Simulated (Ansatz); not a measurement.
# NaAsF6 (R-3):V_Na, thermodynamic levels from a 64-atom cell

Wanted: the transition levels of a vacancy in NaAsF6 (R-3), from a cell of 64 host atoms with 1 Na taken out.

Calculated with Ansatz 0.2.0; place-levels on PBEsol runs: charge-transition levels and formation energies with image-charge correction and potential alignment at the atomic sites.

In doubt: warnings of the run leave room for a lower electronic state (in some of the runs), so energies may not be the lowest and differences between runs may mislead.

## (1) The structure

The cell holds 63 atoms: 7 Na, 8 As and 48 F. Its edges and angles: a = 11.316 Å, b = 11.316 Å, c = 11.316 Å, α = 56.8°, β = 56.8°, γ = 56.8°. It derives from NaAsF6 (space group R-3). Nearest the centre at fractional (0.250, 0.250, 0.750): F13 at 2.32 Å, F10 at 2.32 Å, F14 at 2.32 Å, F12 at 2.32 Å, F15 at 2.32 Å, F11 at 2.32 Å, F23 at 3.81 Å, F61 at 3.81 Å.

Structure file:

```xyz
63
Lattice="5.3804 3.1064 9.4577 -5.3804 3.1064 9.4577 0.0000 -6.2128 9.4577" Properties=species:S:1:pos:R:3 pbc="T T T"
Na    0.0000    0.0000    7.0933
As    0.0000    0.0000    0.0000
F    -1.8469   -0.3999    8.4471
F     0.5771    1.7994    8.4471
F     1.2698   -1.3995    8.4471
F     1.8469    0.3999    5.7396
F    -0.5771   -1.7994    5.7396
F    -1.2698    1.3995    5.7396
As    0.0000   -3.1064    4.7289
F    -1.8469   -3.5063   13.1759
F     0.5771   -1.3070   13.1759
F     1.2698   -4.5059   13.1759
F     1.8469   -2.7065   10.4684
F    -0.5771   -4.9058   10.4684
F    -1.2698   -1.7069   10.4684
Na   -2.6902    1.5532   11.8222
As   -2.6902    1.5532    4.7289
F    -4.5371    1.1533   13.1759
F    -2.1131    3.3526   13.1759
F    -1.4205    0.1537   13.1759
F    -0.8433    1.9531   10.4684
F    -3.2674   -0.2462   10.4684
F    -3.9600    2.9527   10.4684
Na   -2.6902   -1.5532   16.5510
As   -2.6902   -1.5532    9.4577
F    -4.5371   -1.9531   17.9048
F    -2.1131    0.2462   17.9048
F    -1.4205   -2.9527   17.9048
F    -0.8433   -1.1533   15.1973
F    -3.2674   -3.3526   15.1973
F    -3.9600   -0.1537   15.1973
Na    2.6902    1.5532   11.8222
As    2.6902    1.5532    4.7289
F     0.8433    1.1533   13.1759
F     3.2674    3.3526   13.1759
F     3.9600    0.1537   13.1759
F     4.5371    1.9531   10.4684
F     2.1131   -0.2462   10.4684
F     1.4205    2.9527   10.4684
Na    2.6902   -1.5532   16.5510
As    2.6902   -1.5532    9.4577
F     0.8433   -1.9531   17.9048
F     3.2674    0.2462   17.9048
F     3.9600   -2.9527   17.9048
F     4.5371   -1.1533   15.1973
F     2.1131   -3.3526   15.1973
F     1.4205   -0.1537   15.1973
Na    0.0000    3.1064   16.5510
As    0.0000    3.1064    9.4577
F    -1.8469    2.7065   17.9048
F     0.5771    4.9058   17.9048
F     1.2698    1.7069   17.9048
F     1.8469    3.5063   15.1973
F    -0.5771    1.3070   15.1973
F    -1.2698    4.5059   15.1973
Na    0.0000    0.0000   21.2799
As    0.0000    0.0000   14.1866
F    -1.8469   -0.3999   22.6337
F     0.5771    1.7994   22.6337
F     1.2698   -1.3995   22.6337
F     1.8469    0.3999   19.9262
F    -0.5771   -1.7994   19.9262
F    -1.2698    1.3995   19.9262
```

The host's dielectric constants go in as inputs: 1.84 for the electrons alone, (3.75, 3.75, 3.97) with the ions, from a response run on this crystal (DFPT, PBEsol) at that run's own cell.

The cell's shortest repeat is 10.8 Å.

## (2) Charge states

A transition level is the Fermi level at which two charge states cost the same, so each charge needs its own total energy, at its own relaxed structure.

Random displacements of about 0.05 Å break the site symmetry at the start, so that the relaxation can reach a distorted minimum if there is one. Forces are taken at one point at (¼, ¼, ¼). The cell holds 1 electron more than the neutral one, with a uniform background that keeps it neutral on the whole.

The sampling was tested on the host first: at the k-points planned (1x1x1 shifted 0.25 0.25 0.25) its energy lies 0.000 eV an atom from the dense-mesh value, under the bound of 0.02 eV set for this test; that bounds the host's error, not the defect's.

One of the inputs; charge, spin and start change from state to state.

Contents of qm1.relax/input.yaml:

```yaml
crystal:
  lattice:
    - [2.69022028, 1.5531994, 4.72887129]
    - [-2.69022028, 1.5531994, 4.72887129]
    - [0.0, -3.10639881, 4.72887129]
  atoms:
    - { symbol: Na, position: [0.5, 0.5, 0.5] }
    - { symbol: As, position: [0.0, 0.0, 0.0] }
    - { symbol: F, position: [0.20925156, 0.895778, 0.68124526] }
    - { symbol: F, position: [0.895778, 0.68124526, 0.20925156] }
    - { symbol: F, position: [0.68124526, 0.20925156, 0.895778] }
    - { symbol: F, position: [0.79074844, 0.104222, 0.31875474] }
    - { symbol: F, position: [0.104222, 0.31875474, 0.79074844] }
    - { symbol: F, position: [0.31875474, 0.79074844, 0.104222] }
  supercell: [2, 2, 2]
  defects: [{ vacancy: 8 }]
total_charge: -1
basis:
  ecutwfc: 420
  xc_grid: 2
hamiltonian:
  xc: pbesol
kpoints:
  mp_grid: { grid: [1, 1, 1], shift: [0.25, 0.25, 0.25] }
scf:
  occupations: { method: fixed }
  max_iter: 80
output:
  forces: true
  charged_corrections: { epsilon: 1.84, static_epsilon: [3.75, 3.75, 3.97] }
relax:
  f_tol: 0.02
  max_steps: 80
  random_displacement: { amplitude: 0.05, seed: 9923 }
checkpoint:
  write: "../qm1.relax.run"
  compress: false
  write_wavefunctions: true
  write_every: 100000
```

Launch:

```
$ ansatz run input.yaml --threads 4 --pin off --max-ram 7536MiB --backend cpu --events-out ev --progress --plain --runs-dir out
```

The relaxed structure is kept and the sampling changed to a 2×2×2 shifted mesh.

The run of this state that the levels use, under PBEsol:

Contents of qm1.point/input.yaml:

```yaml
crystal:
  checkpoint: "../qm1.relax.run"
  host: checkpoint
total_charge: -1
basis:
  ecutwfc: 420
  xc_grid: 2
hamiltonian:
  xc: pbesol
kpoints:
  mp_grid: { grid: [2, 2, 2], shift: [0.5, 0.5, 0.5] }
scf:
  occupations: { method: fermi_dirac, width: 0.01 }
  max_iter: 80
output:
  forces: true
  eigenvalues: true
  charged_corrections:
    epsilon: 1.84
    static_epsilon: [3.75, 3.75, 3.97]
    defect_position: [0.25, 0.25, 0.75]
  eigenstates: { localisation: true }
  populations: true
  band_densities: [{ bands: [v1, v1] }, { bands: [c1, c1] }]
  write_density: true
  write_potential: true
  volumetric_format: npy
checkpoint:
  read: "../qm1.relax.run"
  write: "../qm1.point.run"
  compress: false
  write_wavefunctions: false
  write_every: 100000
```

Relaxations under PBEsol at one point at (¼, ¼, ¼); times on 4 threads of Intel Xeon Platinum 8259CL at 2.50GHz (Skylake/Cascade Lake), shared host:

```tsv
charge	moment (μB)	occupations	outcome	steps	largest displacement against the far atoms (Å)	time
−1	0	fixed	converged	5	0.08	66 s
0	1	fixed	not converged	2	-	5.8 min
0	1	fermi-dirac	converged	6	0.07	12 min
+1	0	fixed	not converged	-	-	63 s
+1	0	fermi-dirac	converged	6	0.12	3.1 min
+1	2	fixed	not converged	-	-	2.2 min
+1	2	fermi-dirac	converged	5	0.07	8.7 min
```

Single points under PBEsol at a 2×2×2 shifted mesh; times on 4 threads of Intel Xeon Platinum 8259CL at 2.50GHz (Skylake/Cascade Lake), shared host:

```tsv
charge	moment (μB)	occupations	outcome	time
−1	0	fermi-dirac	converged	75 s
0	1	fermi-dirac	converged	6 min
+1	0	fermi-dirac	converged	2.4 min
+1	2	fermi-dirac	converged	12 min
```

Distances (Å) from the ideal centre to the nearest atoms after relaxation with PBEsol:

```tsv
charge	moment (μB)	1.	2.	3.	4.	5.	6.
−1	0	F 2.38	F 2.39	F 2.39	F 2.39	F 2.39	F 2.40
0	1	F 2.36	F 2.37	F 2.37	F 2.38	F 2.38	F 2.39
+1	0	F 2.33	F 2.34	F 2.36	F 2.37	F 2.40	F 2.41
+1	2	F 2.30	F 2.31	F 2.31	F 2.32	F 2.32	F 2.33
```

## (3) Placing the levels, PBEsol

A charged cell interacts with its images and the background, and its potential has another zero than the host's. place-levels removes the first by a point-charge model, screened by the static dielectric constant since the ions have relaxed around the charge, and the second by comparing potentials at atoms far from the defect.

The host is a run of the defect-free crystal in the same cutoffs, grids and k-points, so that basis and sampling errors cancel in part in the differences. The host is run in a cell of 8 atoms on a matching mesh. Its band edges are searched through the zone by a band path, so the gap is smaller than, or equal to, that on the mesh. Chemical potentials are energies per atom of Na (bcc), run with the same functional and cutoff.

Contents of levels.point.yaml:

```yaml
host:
  run: host.point.run
states: [qm1.point.run, q0_M1.point.run, qp1.point.run, qp1_M2.point.run]
geometry_from:
  qm1.point.run: qm1.relax.run
  q0_M1.point.run: q0_M1.relax_smeared.run
  qp1.point.run: qp1.relax_smeared.run
  qp1_M2.point.run: qp1_M2.relax_smeared.run
  host.point.run: host.relax.run
chemical_potentials:
  Na:
    energy: -1475.868162
    dataset: "<sha256 of the dataset>"
epsilon: 1.84
static_epsilon: [3.75, 3.75, 3.97]
vertical:
  - { from: qm1.point.run, to: qm1.point_neutral.run }
  - { from: qp1.point.run, to: qp1.point_neutral.run }
  - { from: qp1_M2.point.run, to: qp1_M2.point_neutral.run }
```

Launch:

```
$ ansatz place-levels levels.point.yaml -- --threads 4 --pin off --max-ram 7536MiB
```

Numbers of over 12 decimals in the logs are rounded to 6 here.

What it wrote:

```text
[... repeated set-up lines and file paths are left out, and long positions are rounded to six places ...]
(+1/0) 0.000 eV above the valence edge (-0.260 eV without the band-filling correction), 5.558 eV under the conduction edge
(0/-1) 0.630 eV above the valence edge, 4.928 eV under the conduction edge
formation energy of charge +1: +7.417 eV with the Fermi level at the valence edge
formation energy of charge 0: +7.417 eV with the Fermi level at the valence edge
formation energy of charge -1: +8.046 eV with the Fermi level at the valence edge
vertical -1 to 0: no energy, since no alignment is typed
  the change from vertical[0].from (qm1.point.run) to vertical[0].to (qm1.point_neutral.run): by its potential at epsilon 1.84 it stands at 0.254 0.253 0.752, with an rms radius of about 6.1 Å (3.5 3.5 3.5 Å across the planes of the cell's vectors); [...]
vertical +1 to 0: no energy, since no alignment is typed
  the change from vertical[1].from (qp1.point.run) to vertical[1].to (qp1.point_neutral.run): by its potential at epsilon 1.84 it stands at 0.268 0.268 0.752, with an rms radius of about 7.2 Å (4.2 4.2 4.1 Å across the planes of the cell's vectors); [...]
vertical +1 to 0: no energy, since no alignment is typed
  the change from vertical[2].from (qp1_M2.point.run) to vertical[2].to (qp1_M2.point_neutral.run): by its potential at epsilon 1.84 it stands at 0.235 0.235 0.739, with an rms radius of about 6.4 Å (3.7 3.7 3.7 Å across the planes of the cell's vectors); [...]
  edges by pbesol, gap 5.558 eV; the host is sampled to repeats of 21.52 Å
  the defect's cells are sampled to repeats of 21.52 Å, like sampling
  charge +1: -87267.4723 eV with its correction of +0.048 eV, at epsilon [3.75, 3.75, 3.97], aligned at sites: -0.5053 eV, mean over 21 atomic sites at or beyond 5.38 Å from the defect at [0.2500, 0.2500, 0.7500], with +0.000000 for the charge's moments and [...]
  states[3] (qp1_M2.point.run): levels filled in part (TS 0.047 eV): its energy is of no whole electron's
  charge 0: +0.000 eV for its dipole among its images, +0.000 omitted
  states[1] (q0_M1.point.run): levels filled in part (TS 0.030 eV): its energy is of no whole electron's
  charge -1: -87269.3342 eV with its correction of +0.701 eV, at epsilon [3.75, 3.75, 3.97], aligned at sites: -0.1475 eV, mean over 21 atomic sites at or beyond 5.38 Å from the defect at [0.2500, 0.2500, 0.7500], with +0.000000 for the charge's moments and [...]
  charge +1: states[2] (qp1.point.run) stands 0.036 eV higher, with a moment of 0.00 μB against 2.00
  states[2] (qp1.point.run): levels filled in part (TS 0.061 eV): its energy is of no whole electron's
  of states[3] (qp1_M2.point.run): it parts from the run at its places by a charge that spreads by about 3.7 Å along one vector (1.5 Å or more is wide), by its potential at epsilon 1.84, taken for that of held ions (one typed too small widens it), where the [...]
  of states[1] (q0_M1.point.run): its alignment with the host at atomic sites is doubtful: the mean over the far sites moves by -0.0578 eV from their farther parts to their nearer, more than 0.05 eV. [...]
  of states[0] (qm1.point.run): it parts from the run at its places by a charge that spreads by about 3.5 Å along one vector (1.5 Å or more is wide), by its potential at epsilon 1.84, taken for that of held ions (one typed too small widens it), where the cell [...]
  of states[2] (qp1.point.run): it parts from the run at its places by a charge that spreads by about 4.2 Å along one vector (1.5 Å or more is wide), by its potential at epsilon 1.84, taken for that of held ions (one typed too small widens it), where the cell [...]
  of vertical[0].from (qm1.point.run): it parts from the run at its places by a charge that spreads by about 3.5 Å along one vector (1.5 Å or more is wide), by its potential at epsilon 1.84, taken for that of held ions (one typed too small widens it), where [...]
  vertical[0].to (qm1.point_neutral.run): levels filled in part (TS 0.031 eV): its energy is of no whole electron's
  vertical[1].from (qp1.point.run): levels filled in part (TS 0.061 eV): its energy is of no whole electron's
  of vertical[1].from (qp1.point.run): it parts from the run at its places by a charge that spreads by about 4.2 Å along one vector (1.5 Å or more is wide), by its potential at epsilon 1.84, taken for that of held ions (one typed too small widens it), where [...]
  vertical[1].to (qp1.point_neutral.run): levels filled in part (TS 0.028 eV): its energy is of no whole electron's
  vertical[2].from (qp1_M2.point.run): levels filled in part (TS 0.047 eV): its energy is of no whole electron's
  of vertical[2].from (qp1_M2.point.run): it parts from the run at its places by a charge that spreads by about 3.7 Å along one vector (1.5 Å or more is wide), by its potential at epsilon 1.84, taken for that of held ions (one typed too small widens it), [...]
  vertical[2].to (qp1_M2.point_neutral.run): levels filled in part (TS 0.028 eV): its energy is of no whole electron's
  of vertical[2].to (qp1_M2.point_neutral.run): magnetization_residual_over_threshold
```

Wall time 0.61 s (4 threads of Intel Xeon Platinum 8259CL at 2.50GHz (Skylake/Cascade Lake), shared host).

Levels between the charges placed, in eV above the valence top:

```tsv
	gap (eV)	(+1/0)	(0/−1)
PBEsol	5.56	0.00	0.63
```

Corrections by state:

```tsv
charge	moment (μB)	image terms and alignment (eV)	band filling (eV)	ε used	over the lowest of its charge, as the program ranks them, band filling apart (eV)
+1	2.0	0.048	-0.260	principal values (3.75, 3.75, 3.97)	0.000
0	1.0	0.000	-	-	0.000
−1	0.0	0.701	-	principal values (3.75, 3.75, 3.97)	0.000
+1	0.0	0.033	-	principal values (3.75, 3.75, 3.97)	0.036
```

The charged structures listed were also run neutral, and place-levels reads from each pair, by the potential or the spins, how wide the charge is by which they differ; that can be the carrier of either run.

```tsv
charge	rms radius (Å)	spread where it is widest against the cell (Å)	wide from (Å)	reading
+1	6.4	3.73	1.53	wide
−1	6.1	3.52	1.53	wide
```

The neutral runs of these pairs need not share the spin of the lowest neutral state, and very wide values only mean spread over the cell.

From the program's caveats on the states, each cut to its opening words:

- charge +1 (2 μB): it parts from the run at its places by a charge that spreads by about 3.7 Å along one vector (1.5 Å or more is wide), by its potential at epsilon 1.84, taken [...]
- charge +1 (2 μB): a band-filling correction moves a carrier to the host's band edge, which changes its energy by -0.260 eV
- charge +1 (2 μB): its alignment with the host at atomic sites is doubtful: the mean over the far sites moves by -0.1012 eV from their farther parts to their nearer, more than [...]
- charge 0 (1 μB): its alignment with the host at atomic sites is doubtful: the mean over the far sites moves by -0.0578 eV from their farther parts to their nearer, more than [...]
- charge −1: it parts from the run at its places by a charge that spreads by about 3.5 Å along one vector (1.5 Å or more is wide), by its potential at epsilon 1.84, taken [...]
- charge −1: its alignment with the host at atomic sites is doubtful: the mean over the far sites moves by +0.1933 eV from their farther parts to their nearer, more than [...]
- charge +1: it parts from the run at its places by a charge that spreads by about 4.2 Å along one vector (1.5 Å or more is wide), by its potential at epsilon 1.84, taken [...]
- charge +1: its alignment with the host at atomic sites is doubtful: the mean over the far sites moves by -0.0700 eV from their farther parts to their nearer, more than [...]

Chemical potentials of the elements' reference phases, run alike. Formation energies (elemental references), with the Fermi level at the valence top and at the conduction bottom (gap 5.56 eV):

```tsv
charge	at valence top (eV)	at conduction bottom (eV)	correction included (eV)
+1	7.42	12.97	-0.21
0	7.42	7.42	0.00
−1	8.05	2.49	0.70
```

| Fermi level (eV) | lowest formation energy (eV) |
| --- | --- |
| 0.00 | 7.42 |
| 0.50 | 7.42 |
| 1.01 | 7.04 |
| 1.51 | 6.53 |
| 2.02 | 6.03 |
| 2.52 | 5.52 |
| 3.03 | 5.01 |
| 3.54 | 4.51 |
| 4.04 | 4.00 |
| 4.55 | 3.50 |
| 5.05 | 2.99 |
| 5.56 | 2.49 |

## (4) What a wrong or other choice does

The levels are placed again with one choice changed, to see how much they rest on it.

levels.try0.yaml is levels.point.yaml with these lines changed:

```diff
-epsilon: 1.84
-static_epsilon: [3.75, 3.75, 3.97]
+epsilon: 2.45
+static_epsilon: 5.08
```

Launch:

```
$ ansatz place-levels levels.try0.yaml -- --threads 4 --pin off --max-ram 7536MiB
```

What it wrote:

```text
[...]
(0/-1) 0.536 eV above the valence edge, 5.021 eV under the conduction edge
formation energy of charge +1: +7.417 eV with the Fermi level at the valence edge
formation energy of charge 0: +7.417 eV with the Fermi level at the valence edge
formation energy of charge -1: +7.953 eV with the Fermi level at the valence edge
vertical -1 to 0: no energy, since no alignment is typed
vertical +1 to 0: no energy, since no alignment is typed
vertical +1 to 0: no energy, since no alignment is typed
  edges by pbesol, gap 5.558 eV; the host is sampled to repeats of 21.52 Å
[... the lines on each state left out ...]
```

The change: single dielectric constants in place of the tensors, a third over their means.

Levels in eV above the valence top; the changed ones are not the defect's:

```tsv
	gap (eV)	(+1/0)	(0/−1)
changed	5.56	0.00	0.54
as set up	5.56	0.00	0.63
```

The largest shift is 0.09 eV, band-filling terms included.

## (5) What came out

```json
{
 "gap of the host": "5.56 eV (PBEsol)",
 "level (plus 1/0)": "0.00 eV above the valence top (-0.26 eV above the valence top without the band-filling term)",
 "level (0/minus 1)": "0.63 eV above the valence top",
 "lowest of the charges placed, just above the valence top (0.02 eV)": "0",
 "lowest of the charges placed, just below the conduction bottom (0.02 eV)": "−1",
 "lowest formation energy at mid-gap of the charges run, elemental references": "5.27 eV"
}
```

Of the charges placed (−1, 0 and +1), the lowest changes at 0.63 eV (0/−1) above the valence top, in a gap of 5.56 eV. (0/−1) lies nearer to a band edge than the share of the finite-size correction in it (0.70 eV), and that correction holds for a localised charge alone. Charges below −1 were not placed, so these runs say nothing of levels that involve them. States placed: +1 at 2 μB and 0 μB; 0 at 1 μB; −1 at 0 μB. Other spin states or structures, where not listed, weren't placed. The program finds carriers beyond a band edge of the host and adds a band-filling term at charge +1 (-0.26 eV); steps to such a charge show no bound level, and a defect level inside a band would be read the same way. The program doubts the alignment of potentials for at least one state, a sign that the cell is small. Keep in mind: PBEsol makes the gap too small and tends to spread out bound carriers; where a gas molecule sets a chemical potential or the host's formation energy, its binding is uncorrected.

[Logs are printed without paths, hosts, clocks, repeated set-up lines and the standing remarks that a program may print on its own settings, such as how far it seeks lower states.]

[Hosts, paths, dates, database ids (printed as entryN), source tags and the programs' standing remarks are cut or masked in the printed files.]

[Where a table of states has a column of steps, it counts the stored structures, which are thinned; the runs took as many ionic steps or more.]

[A defect's name tells the site on which it was built; relaxed atoms can leave that site.]

[For some hosts the program warned that the k-mesh of the response run may be too coarse for force constants and the static dielectric constant; such warnings are not shown here.]
